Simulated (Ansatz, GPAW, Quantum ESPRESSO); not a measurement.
# Simulated XPS, UPS and emission spectra of Ba2ZnP2, part 5 of 8

Wanted: projected DOS of Ba2ZnP2, weighted into photoemission and X-ray emission spectra, at several levels of theory. Spin–orbit coupling is left out of the bands throughout.

Ansatz 0.2.0, Quantum ESPRESSO 7.5 and GPAW 26.7.0; DFT, LDA, plane-wave PAW, default files, scalar-relativistic (the session's first sound run).

So far, gap on the path (eV): step 2 (self-consistent run, DOS and bands, LDA) 0.560; step 3 (with PBEsol) 0.592.

**6. Projected DOS and spectra**

Level of this step: DFT, LDA, plane waves, ultrasoft GBRV pseudopotentials, scalar-relativistic (Quantum ESPRESSO).

projwfc.x splits the states by atom and shell, which the spectra need, since each shell has its own cross section.

Input file projwfc.in:

```
&projwfc
  prefix = 'pes'
  outdir = './tmp'
  filpdos = 'pes'
  ngauss = 0
  degauss = 0.00735
  DeltaE = 0.05
  Emin = -27.73
  Emax = 20.27
/
```

Command:

```console
$ OMP_NUM_THREADS=1 mpirun -n 4 projwfc.x -nk 4 -in projwfc.in > projwfc.out
```

The log of the run:

```text
[banner, memory and clock lines left out]
Program PROJWFC v.7.5 starts

          URL

     ./tmp/pes.save/

     IMPORTANT: XC functional enforced from input :
     Exchange-correlation= PZ
                           (   1   1   0   0   0   0   0)
     Any further DFT definition will be discarded
     Please, verify this is what you really want

     G-vector sticks info

     Check: negative core charge=   -0.000001

     negative rho (up, down):  3.587E-01 0.000E+00

     Gaussian broadening (read from input): ngauss,degauss=   0    0.007350

     Calling projwave ....

  Problem Sizes
  natomwfc =           94
  nbnd     =           74
  nkstot   =           95
  npwx     =         8176
  nkb      =          208

     Atomic states used for projection
     (read from pseudopotential files):

     state #   1: atom   1 (Ba ), wfc  1 (l=0 m= 1)
     state #   2: atom   1 (Ba ), wfc  2 (l=1 m= 1)
     state #   3: atom   1 (Ba ), wfc  2 (l=1 m= 2)
     state #   4: atom   1 (Ba ), wfc  2 (l=1 m= 3)
     state #   5: atom   1 (Ba ), wfc  3 (l=2 m= 1)
     state #   6: atom   1 (Ba ), wfc  3 (l=2 m= 2)
     state #   7: atom   1 (Ba ), wfc  3 (l=2 m= 3)
     state #   8: atom   1 (Ba ), wfc  3 (l=2 m= 4)
     state #   9: atom   1 (Ba ), wfc  3 (l=2 m= 5)
     state #  10: atom   1 (Ba ), wfc  4 (l=0 m= 1)
     state #  11: atom   1 (Ba ), wfc  5 (l=1 m= 1)
     state #  12: atom   1 (Ba ), wfc  5 (l=1 m= 2)
     state #  13: atom   1 (Ba ), wfc  5 (l=1 m= 3)
     state #  14: atom   2 (Ba ), wfc  1 (l=0 m= 1)
     state #  15: atom   2 (Ba ), wfc  2 (l=1 m= 1)
     state #  16: atom   2 (Ba ), wfc  2 (l=1 m= 2)
[...]
state #  45: atom   4 (Ba ), wfc  3 (l=2 m= 2)
     state #  46: atom   4 (Ba ), wfc  3 (l=2 m= 3)
     state #  47: atom   4 (Ba ), wfc  3 (l=2 m= 4)
     state #  48: atom   4 (Ba ), wfc  3 (l=2 m= 5)
     state #  49: atom   4 (Ba ), wfc  4 (l=0 m= 1)
     state #  50: atom   4 (Ba ), wfc  5 (l=1 m= 1)
     state #  51: atom   4 (Ba ), wfc  5 (l=1 m= 2)
     state #  52: atom   4 (Ba ), wfc  5 (l=1 m= 3)
     state #  53: atom   5 (Zn ), wfc  1 (l=0 m= 1)
     state #  54: atom   5 (Zn ), wfc  2 (l=1 m= 1)
     state #  55: atom   5 (Zn ), wfc  2 (l=1 m= 2)
     state #  56: atom   5 (Zn ), wfc  2 (l=1 m= 3)
     state #  57: atom   5 (Zn ), wfc  3 (l=2 m= 1)
     state #  58: atom   5 (Zn ), wfc  3 (l=2 m= 2)
     state #  59: atom   5 (Zn ), wfc  3 (l=2 m= 3)
     state #  60: atom   5 (Zn ), wfc  3 (l=2 m= 4)
     state #  61: atom   5 (Zn ), wfc  3 (l=2 m= 5)
     state #  62: atom   5 (Zn ), wfc  4 (l=0 m= 1)
     state #  63: atom   5 (Zn ), wfc  5 (l=1 m= 1)
     state #  64: atom   5 (Zn ), wfc  5 (l=1 m= 2)
     state #  65: atom   5 (Zn ), wfc  5 (l=1 m= 3)
     state #  66: atom   6 (Zn ), wfc  1 (l=0 m= 1)
     state #  67: atom   6 (Zn ), wfc  2 (l=1 m= 1)
     state #  68: atom   6 (Zn ), wfc  2 (l=1 m= 2)
     state #  69: atom   6 (Zn ), wfc  2 (l=1 m= 3)
     state #  70: atom   6 (Zn ), wfc  3 (l=2 m= 1)
     state #  71: atom   6 (Zn ), wfc  3 (l=2 m= 2)
     state #  72: atom   6 (Zn ), wfc  3 (l=2 m= 3)
     state #  73: atom   6 (Zn ), wfc  3 (l=2 m= 4)
     state #  74: atom   6 (Zn ), wfc  3 (l=2 m= 5)
     state #  75: atom   6 (Zn ), wfc  4 (l=0 m= 1)
     state #  76: atom   6 (Zn ), wfc  5 (l=1 m= 1)
     state #  77: atom   6 (Zn ), wfc  5 (l=1 m= 2)
     state #  78: atom   6 (Zn ), wfc  5 (l=1 m= 3)
     state #  79: atom   7 (P  ), wfc  1 (l=0 m= 1)
     state #  80: atom   7 (P  ), wfc  2 (l=1 m= 1)
     state #  81: atom   7 (P  ), wfc  2 (l=1 m= 2)
     state #  82: atom   7 (P  ), wfc  2 (l=1 m= 3)
     state #  83: atom   8 (P  ), wfc  1 (l=0 m= 1)
     state #  84: atom   8 (P  ), wfc  2 (l=1 m= 1)
     state #  85: atom   8 (P  ), wfc  2 (l=1 m= 2)
     state #  86: atom   8 (P  ), wfc  2 (l=1 m= 3)
     state #  87: atom   9 (P  ), wfc  1 (l=0 m= 1)
     state #  88: atom   9 (P  ), wfc  2 (l=1 m= 1)
     state #  89: atom   9 (P  ), wfc  2 (l=1 m= 2)
     state #  90: atom   9 (P  ), wfc  2 (l=1 m= 3)
     state #  91: atom  10 (P  ), wfc  1 (l=0 m= 1)
     state #  92: atom  10 (P  ), wfc  2 (l=1 m= 1)
     state #  93: atom  10 (P  ), wfc  2 (l=1 m= 2)
     state #  94: atom  10 (P  ), wfc  2 (l=1 m= 3)

 k =   0.0000000000  0.0000000000  0.0000000000
==== e(   1) =  -117.03002 eV ====
     psi = 0.487*[#  53]+0.487*[#  66]+0.002*[#  10]+0.002*[#  12]+0.002*[#  23]
          +0.002*[#  25]+0.002*[#  36]+0.002*[#  38]+0.002*[#  49]+0.002*[#  51]
          +0.001*[#  13]+0.001*[#  26]+0.001*[#  39]+0.001*[#  52]
    |psi|^2 = 1.000
==== e(   2) =  -117.02996 eV ====
     psi = 0.493*[#  53]+0.493*[#  66]+0.001*[#  11]+0.001*[#  24]+0.001*[#  37]
          +0.001*[#  50]+0.001*[#  62]+0.001*[#  75]
    |psi|^2 = 1.000
==== e(   3) =   -71.65447 eV ====
     psi = 0.499*[#  55]+0.499*[#  68]
    |psi|^2 = 1.000
==== e(   4) =   -71.65435 eV ====
     psi = 0.499*[#  55]+0.499*[#  68]
    |psi|^2 = 1.000
==== e(   5) =   -71.65345 eV ====
     psi = 0.499*[#  54]+0.499*[#  67]
    |psi|^2 = 1.000
==== e(   6) =   -71.65195 eV ====
     psi = 0.499*[#  54]+0.499*[#  67]
    |psi|^2 = 1.000
==== e(   7) =   -71.64741 eV ====
     psi = 0.499*[#  56]+0.499*[#  69]
    |psi|^2 = 1.000
==== e(   8) =   -71.64729 eV ====
     psi = 0.499*[#  56]+0.499*[#  69]
    |psi|^2 = 1.000
==== e(   9) =   -19.54170 eV ====
     psi = 0.233*[#   1]+0.233*[#  14]+0.233*[#  27]+0.233*[#  40]+0.010*[#  10]
          +0.010*[#  23]+0.010*[#  36]+0.010*[#  49]+0.005*[#  62]+0.005*[#  75]
          +0.002*[#  12]+0.002*[#  25]+0.002*[#  38]+0.002*[#  51]
    |psi|^2 = 1.000
==== e(  10) =   -19.49064 eV ====
     psi = 0.224*[#   1]+0.224*[#  14]+0.224*[#  27]+0.224*[#  40]+0.019*[#  65]
          +0.019*[#  78]+0.008*[#  10]+0.008*[#  23]+0.008*[#  36]+0.008*[#  49]
          +0.004*[#  12]+0.004*[#  25]+0.004*[#  38]+0.004*[#  51]+0.002*[#  13]
          +0.002*[#  26]+0.002*[#  39]+0.002*[#  52]+0.001*[#   8]+0.001*[#  21]
          +0.001*[#  34]+0.001*[#  47]+0.001*[#   5]+0.001*[#  18]+0.001*[#  31]
          +0.001*[#  44]
    |psi|^2 = 1.000
==== e(  11) =   -19.47473 eV ====
     psi = 0.229*[#   1]+0.229*[#  14]+0.229*[#  27]+0.229*[#  40]+0.012*[#  63]
          +0.012*[#  76]+0.008*[#  10]+0.008*[#  23]+0.008*[#  36]+0.008*[#  49]
          +0.003*[#  12]+0.003*[#  25]+0.003*[#  38]+0.003*[#  51]+0.002*[#   8]
          +0.002*[#  21]+0.002*[#  34]+0.002*[#  47]+0.001*[#  82]+0.001*[#  86]
          +0.001*[#  90]+0.001*[#  94]
    |psi|^2 = 1.000
==== e(  12) =   -19.46932 eV ====
     psi = 0.225*[#   1]+0.225*[#  14]+0.225*[#  27]+0.225*[#  40]+0.020*[#  64]
          +0.020*[#  77]+0.009*[#  10]+0.009*[#  23]+0.009*[#  36]+0.009*[#  49]
[...]
+0.001*[#  50]+0.001*[#   2]
[...]
+0.002*[#   8]+0.002*[#  21]+0.002*[#  34]+0.002*[#  47]
[...]
+0.001*[#  51]
[...]
+0.001*[#  66]
[...]
+0.002*[#  52]
[...]
+0.001*[#  12]+0.001*[#  25]+0.001*[#  38]+0.001*[#  51]
[...]
+0.003*[#   7]+0.003*[#  20]+0.003*[#  33]+0.003*[#  46]
[...]
+0.004*[#  37]+0.004*[#  50]+0.003*[#  59]+0.003*[#  72]
[...]
+0.001*[#  21]+0.001*[#  34]
[...]
+0.003*[#   3]+0.003*[#  16]+0.003*[#  29]+0.003*[#  42]
[...]
+0.001*[#  12]+0.001*[#  25]+0.001*[#  38]+0.001*[#  51]
[...]
+0.002*[#  36]+0.002*[#  49]
[...]
+0.001*[#  18]+0.001*[#  31]+0.001*[#  44]
[...]
+0.007*[#  28]+0.007*[#  41]+0.001*[#  60]+0.001*[#  73]
[...]
+0.001*[#  82]+0.001*[#  86]+0.001*[#  90]+0.001*[#  94]
[...]
+0.003*[#  15]+0.003*[#  28]+0.003*[#  41]
[...]
+0.001*[#  18]+0.001*[#  31]+0.001*[#  44]
[...]
+0.001*[#  61]+0.001*[#  74]
[...]
+0.005*[#  24]+0.005*[#  37]+0.005*[#  50]
[...]
+0.003*[#  24]+0.003*[#  37]+0.003*[#  50]
[...]
+0.002*[#  46]
[...]
+0.002*[#  38]+0.002*[#  51]
[...]
+0.001*[#  87]+0.001*[#  91]
[...]
+0.002*[#  66]
[...]
+0.001*[#  13]+0.001*[#  26]+0.001*[#  39]+0.001*[#  52]
[...]
+0.004*[#  49]
[...]
+0.003*[#  80]+0.003*[#  84]+0.003*[#  88]+0.003*[#  92]
[...]
+0.001*[#  27]+0.001*[#  40]
[...]
+0.002*[#  82]+0.002*[#  86]+0.002*[#  90]+0.002*[#  94]
[...]
+0.001*[#  59]+0.001*[#  72]
[...]
k =   0.1486602717  0.0766210555  0.0000000000
[...]
+0.001*[#  13]+0.001*[#  26]+0.001*[#  39]+0.001*[#  52]
[...]
psi = 0.499*[#  55]+0.499*[#  68]
[...]
psi = 0.499*[#  55]+0.499*[#  68]
[...]
psi = 0.499*[#  54]+0.499*[#  67]
[...]
psi = 0.499*[#  54]+0.499*[#  67]
[...]
psi = 0.499*[#  56]+0.499*[#  69]
[...]
psi = 0.499*[#  56]+0.499*[#  69]
[...]
+0.001*[#  51]
[...]
+0.001*[#  32]+0.001*[#  45]
[...]
+0.001*[#  51]
[...]
+0.002*[#  42]
[...]
+0.002*[#  29]+0.002*[#  42]
[...]
+0.002*[#  92]
[...]
psi = 0.497*[#  60]+0.497*[#  73]
[...]
+0.001*[#  29]+0.001*[#  42]
[...]
k =   0.2973205435  0.1532421111  0.0000000000
[...]
psi = 0.499*[#  55]+0.499*[#  68]
[...]
psi = 0.499*[#  55]+0.499*[#  68]
[...]
psi = 0.499*[#  54]+0.499*[#  67]
[...]
psi = 0.499*[#  54]+0.499*[#  67]
[...]
psi = 0.499*[#  56]+0.499*[#  69]
[...]
psi = 0.499*[#  56]+0.499*[#  69]
[...]
+0.001*[#  19]+0.001*[#  32]+0.001*[#  45]
[...]
+0.001*[#  86]+0.001*[#  90]+0.001*[#  94]
[...]
psi = 0.497*[#  60]+0.497*[#  73]
[...]
+0.001*[#  85]+0.001*[#  89]+0.001*[#  93]
[...]
+0.001*[#  90]+0.001*[#  94]
[...]
+0.001*[#  42]+0.001*[#  48]
[...]
+0.001*[#  39]+0.001*[#  52]
[...]
+0.001*[#  29]+0.001*[#  42]+0.001*[#  64]+0.001*[#  77]
[...]
+0.002*[#  65]+0.002*[#  78]
[...]
+0.003*[#  26]+0.003*[#  39]+0.0
[... cut ...]
12]+0.002*[#  25]+0.002*[#  38]
[...]
+0.001*[#  85]+0.001*[#  89]+0.001*[#  93]
[...]
+0.002*[#  92]
[...]
psi = 0.496*[#  60]+0.496*[#  73]+0.001*[#  57]+0.001*[#  70]
[...]
+0.001*[#  41]+0.001*[#  50]
[...]
+0.001*[#  44]+0.001*[#  60]+0.001*[#  73]
[...]
+0.001*[#  23]+0.001*[#  36]+0.001*[#  49]
[...]
+0.001*[#  66]
[...]
+0.001*[#  78]
[...]
+0.002*[#  50]
[...]
+0.002*[#  22]+0.002*[#  35]+0.002*[#  48]
[...]
+0.003*[#  72]
[...]
+0.001*[#  26]+0.001*[#  39]+0.001*[#  52]
[...]
+0.001*[#  42]
[...]
+0.003*[#  29]+0.003*[#  42]
[...]
+0.001*[#  36]+0.001*[#  49]
[...]
+0.003*[#  11]+0.003*[#  24]+0.003*[#  37]+0.003*[#  50]
[...]
+0.002*[#  28]+0.002*[#  41]+0.002*[#  60]+0.002*[#  73]
[...]
+0.002*[#  79]+0.002*[#  83]+0.002*[#  87]+0.002*[#  91]
[...]
+0.001*[#  33]+0.001*[#  46]
    |psi|^2 = 0.980
==== e(  54) =     9.72328 eV ====
     psi = 0.172*[#   6]+0.172*[#  19]+0.172*[#  32]+0.172*[#  45]+0.041*[#  80]
[...]
+0.002*[#  33]+0.002*[#  46]+0.002*[#  65]+0.002*[#  78]
    |psi|^2 = 0.972
==== e(  55) =    10.71966 eV ====
     psi = 0.059*[#  79]+0.059*[#  83]+0.059*[#  87]+0.059*[#  91]+0.052*[#   8]
[...]
+0.003*[#  51]
    |psi|^2 = 0.964
==== e(  56) =    11.07368 eV ====
     psi = 0.067*[#  79]+0.067*[#  83]+0.067*[#  87]+0.067*[#  91]+0.038*[#  10]
[...]
|psi|^2 = 0.962
==== e(  57) =    11.27172 eV ====
     psi = 0.191*[#   7]+0.191*[#  20]+0.191*[#  33]+0.191*[#  46]+0.021*[#  80]
[...]
+0.001*[#  74]
    |psi|^2 = 0.943
==== e(  58) =    11.36088 eV ====
     psi = 0.064*[#   9]+0.064*[#  22]+0.064*[#  35]+0.064*[#  48]+0.041*[#  79]
[...]
+0.001*[#  61]+0.001*[#  62]+0.001*[#  74]+0.001*[#  75]
    |psi|^2 = 0.939
==== e(  59) =    11.56309 eV ====
     psi = 0.093*[#   9]+0.093*[#  22]+0.093*[#  35]+0.093*[#  48]+0.043*[#   8]
[...]
+0.003*[#  78]+0.002*[#  13]+0.002*[#  26]+0.002*[#  39]+0.002*[#  52]
          +0.002*[#  12]+0.002*[#  25]+0.002*[#  38]+0.002*[#  51]
    |psi|^2 = 0.953
==== e(  60) =    11.85948 eV ====
     psi = 0.091*[#  64]+0.091*[#  77]+0.045*[#  10]+0.045*[#  23]+0.045*[#  36]
          +0.045*[#  49]+0.044*[#   5]+0.044*[#  18]+0.044*[#  31]+0.044*[#  44]
          +0.030*[#  79]+0.030*[#  83]+0.030*[#  87]+0.030*[#  91]+0.028*[#   9]
          +0.028*[#  22]+0.028*[#  35]+0.028*[#  48]+0.011*[#  81]+0.011*[#  85]
          +0.011*[#  89]+0.011*[#  93]+0.010*[#  12]+0.010*[#  25]+0.010*[#  38]
          +0.010*[#  51]+0.007*[#   8]+0.007*[#  21]+0.007*[#  34]+0.007*[#  47]
          +0.004*[#  82]+0.004*[#  86]+0.004*[#  90]+0.004*[#  94]+0.002*[#  62]
          +0.002*[#  75]+0.002*[#  13]+0.002*[#  26]+0.002*[#  39]+0.002*[#  52]
          +0.001*[#   1]+0.001*[#  14]+0.001*[#  27]+0.001*[#  40]
    |psi|^2 = 0.915
==== e(  61) =    12.02367 eV ====
     psi = 0.121*[#   5]+0.121*[#  18]+0.121*[#  31]+0.121*[#  44]+0.046*[#   8]
          +0.046*[#  21]+0.046*[#  34]+0.046*[#  47]+0.031*[#  64]+0.0
```

It took 8 s on 4 MPI ranks of Arm Neoverse V2, shared host; 34 s of CPU time.

Numbers from this step:

```yaml
gap_from_the_dos_mesh: 0.556 eV
share_of_occupied_states_in_no_projected_shell: 0.0018 of the occupied states in the window
```

This run's widths, added to any smearing of the DOS itself: Gaussian 0.3 eV, Lorentzian 0.2 eV plus 0.03 an eV of depth. The intensity by binding energy, zero at the valence-band maximum; values in % of the maximum within 13 eV:

```tsv
binding energy (eV)	21.2 eV	60 eV	250 eV	1486.7 eV	5414.7 eV
-1	1.44	0.235	0.183	0.358	0.160
0	13.5	1.70	1.05	2.15	0.702
1	75.3	6.43	3.88	9.67	3.35
2	37.6	3.42	2.15	5.38	2.03
3	7.79	1.11	0.847	1.77	0.780
4	26.1	3.27	2.47	6.77	3.86
5	3.68	2.14	2.07	2.54	0.726
6	11.9	11.1	11.1	11.5	1.97
7	78.3	78.8	78.8	78.6	10.9
8	6.78	5.24	5.13	6.59	2.04
9	23.2	7.82	6.93	17.3	9.30
10	2.71	1.38	1.22	3.73	2.73
11	0.883	0.944	0.769	4.41	4.34
12	-	2.90	2.01	21.7	23.6
13	-	9.49	6.34	75.5	82.8
14	-	1.16	0.812	8.42	9.11
15	-	0.400	0.300	2.51	2.67
16	-	0.224	0.177	1.25	1.30
17	-	0.151	0.125	0.778	0.805
18	-	0.113	0.0959	0.555	0.576
19	-	0.0894	0.0786	0.438	0.464
20	-	0.0745	0.0678	0.380	0.415
21	-	0.0649	0.0617	0.361	0.414
22	-	0.0596	0.0599	0.382	0.462
23	-	0.0588	0.0637	0.458	0.586
24	-	0.0654	0.0779	0.643	0.864
25	-	0.0897	0.119	1.12	1.57
26	-	0.185	0.271	2.83	4.04
27	-	0.826	1.27	14.0	20.2
28	-	0.709	1.09	12.0	17.3
29	-	0.162	0.240	2.53	3.63
```

Maxima picked by a test of local sharpness, so broad peaks and shoulders can be missing; peaks within 0.45 eV of a curve's cut are left out. Valence peaks, by row:

```tsv
photon energy (eV)	binding energy (eV)	height (% of the maximum within 13 eV)	main shell	its share (%)
21.2	8.944	24.02	Ba 5d	61.92
21.2	6.794	100	Zn 3d	93.91
21.2	3.944	26.81	Ba 5d	67.94
21.2	1.294	79.57	Ba 5d	68.07
60	12.74	11.4	Ba 5p	93.5
60	8.894	8.423	Zn 3d	64.66
60	6.794	100	Zn 3d	99.34
60	1.094	6.528	P 3p	76.87
250	12.74	7.611	Ba 5p	92.2
250	8.844	7.529	Zn 3d	73.49
250	6.794	100	Zn 3d	99.57
1487	27.44	22.74	Ba 5s	98.39
1487	12.74	91.11	Ba 5p	98.1
1487	8.894	18.12	P 3s	55.99
1487	6.794	100	Zn 3d	97.59
1487	3.944	6.946	Zn 4s	23.3
1487	1.294	10.01	P 3p	43.12
5415	27.44	32.81	Ba 5s	99.13
5415	12.74	100	Ba 5p	99.05
5415	8.944	9.55	P 3s	71.74
5415	6.794	13.9	Zn 3d	87.94
```

Spectra as before, but with a recipe of its own (widths, and in some runs the light), which changes peak heights and what is resolved: Gaussian 0.3 eV, Lorentzian 0.2 eV plus 0.03 times the binding energy, unpolarised light, analyser at 45°, Fermi edge at 20 K; some photon energies differ too.

(Continued in part 6 of 8.)

[Logs are printed without paths, hosts, clocks, repeated set-up lines and the standing remarks that a program may print on its own settings, such as how far it seeks lower states.]

[Hosts, paths, dates, database ids (printed as entryN), source tags and the programs' standing remarks are cut or masked in the printed files.]

[Maps of the electrostatic potential energy from Ansatz leave out the sawtooth potential of an applied field or a dipole correction, so their vacuum need not be flat; work functions include it.]

[Peak lists hold at most the 14 tallest peaks of each spectrum; further lines can be left out.]
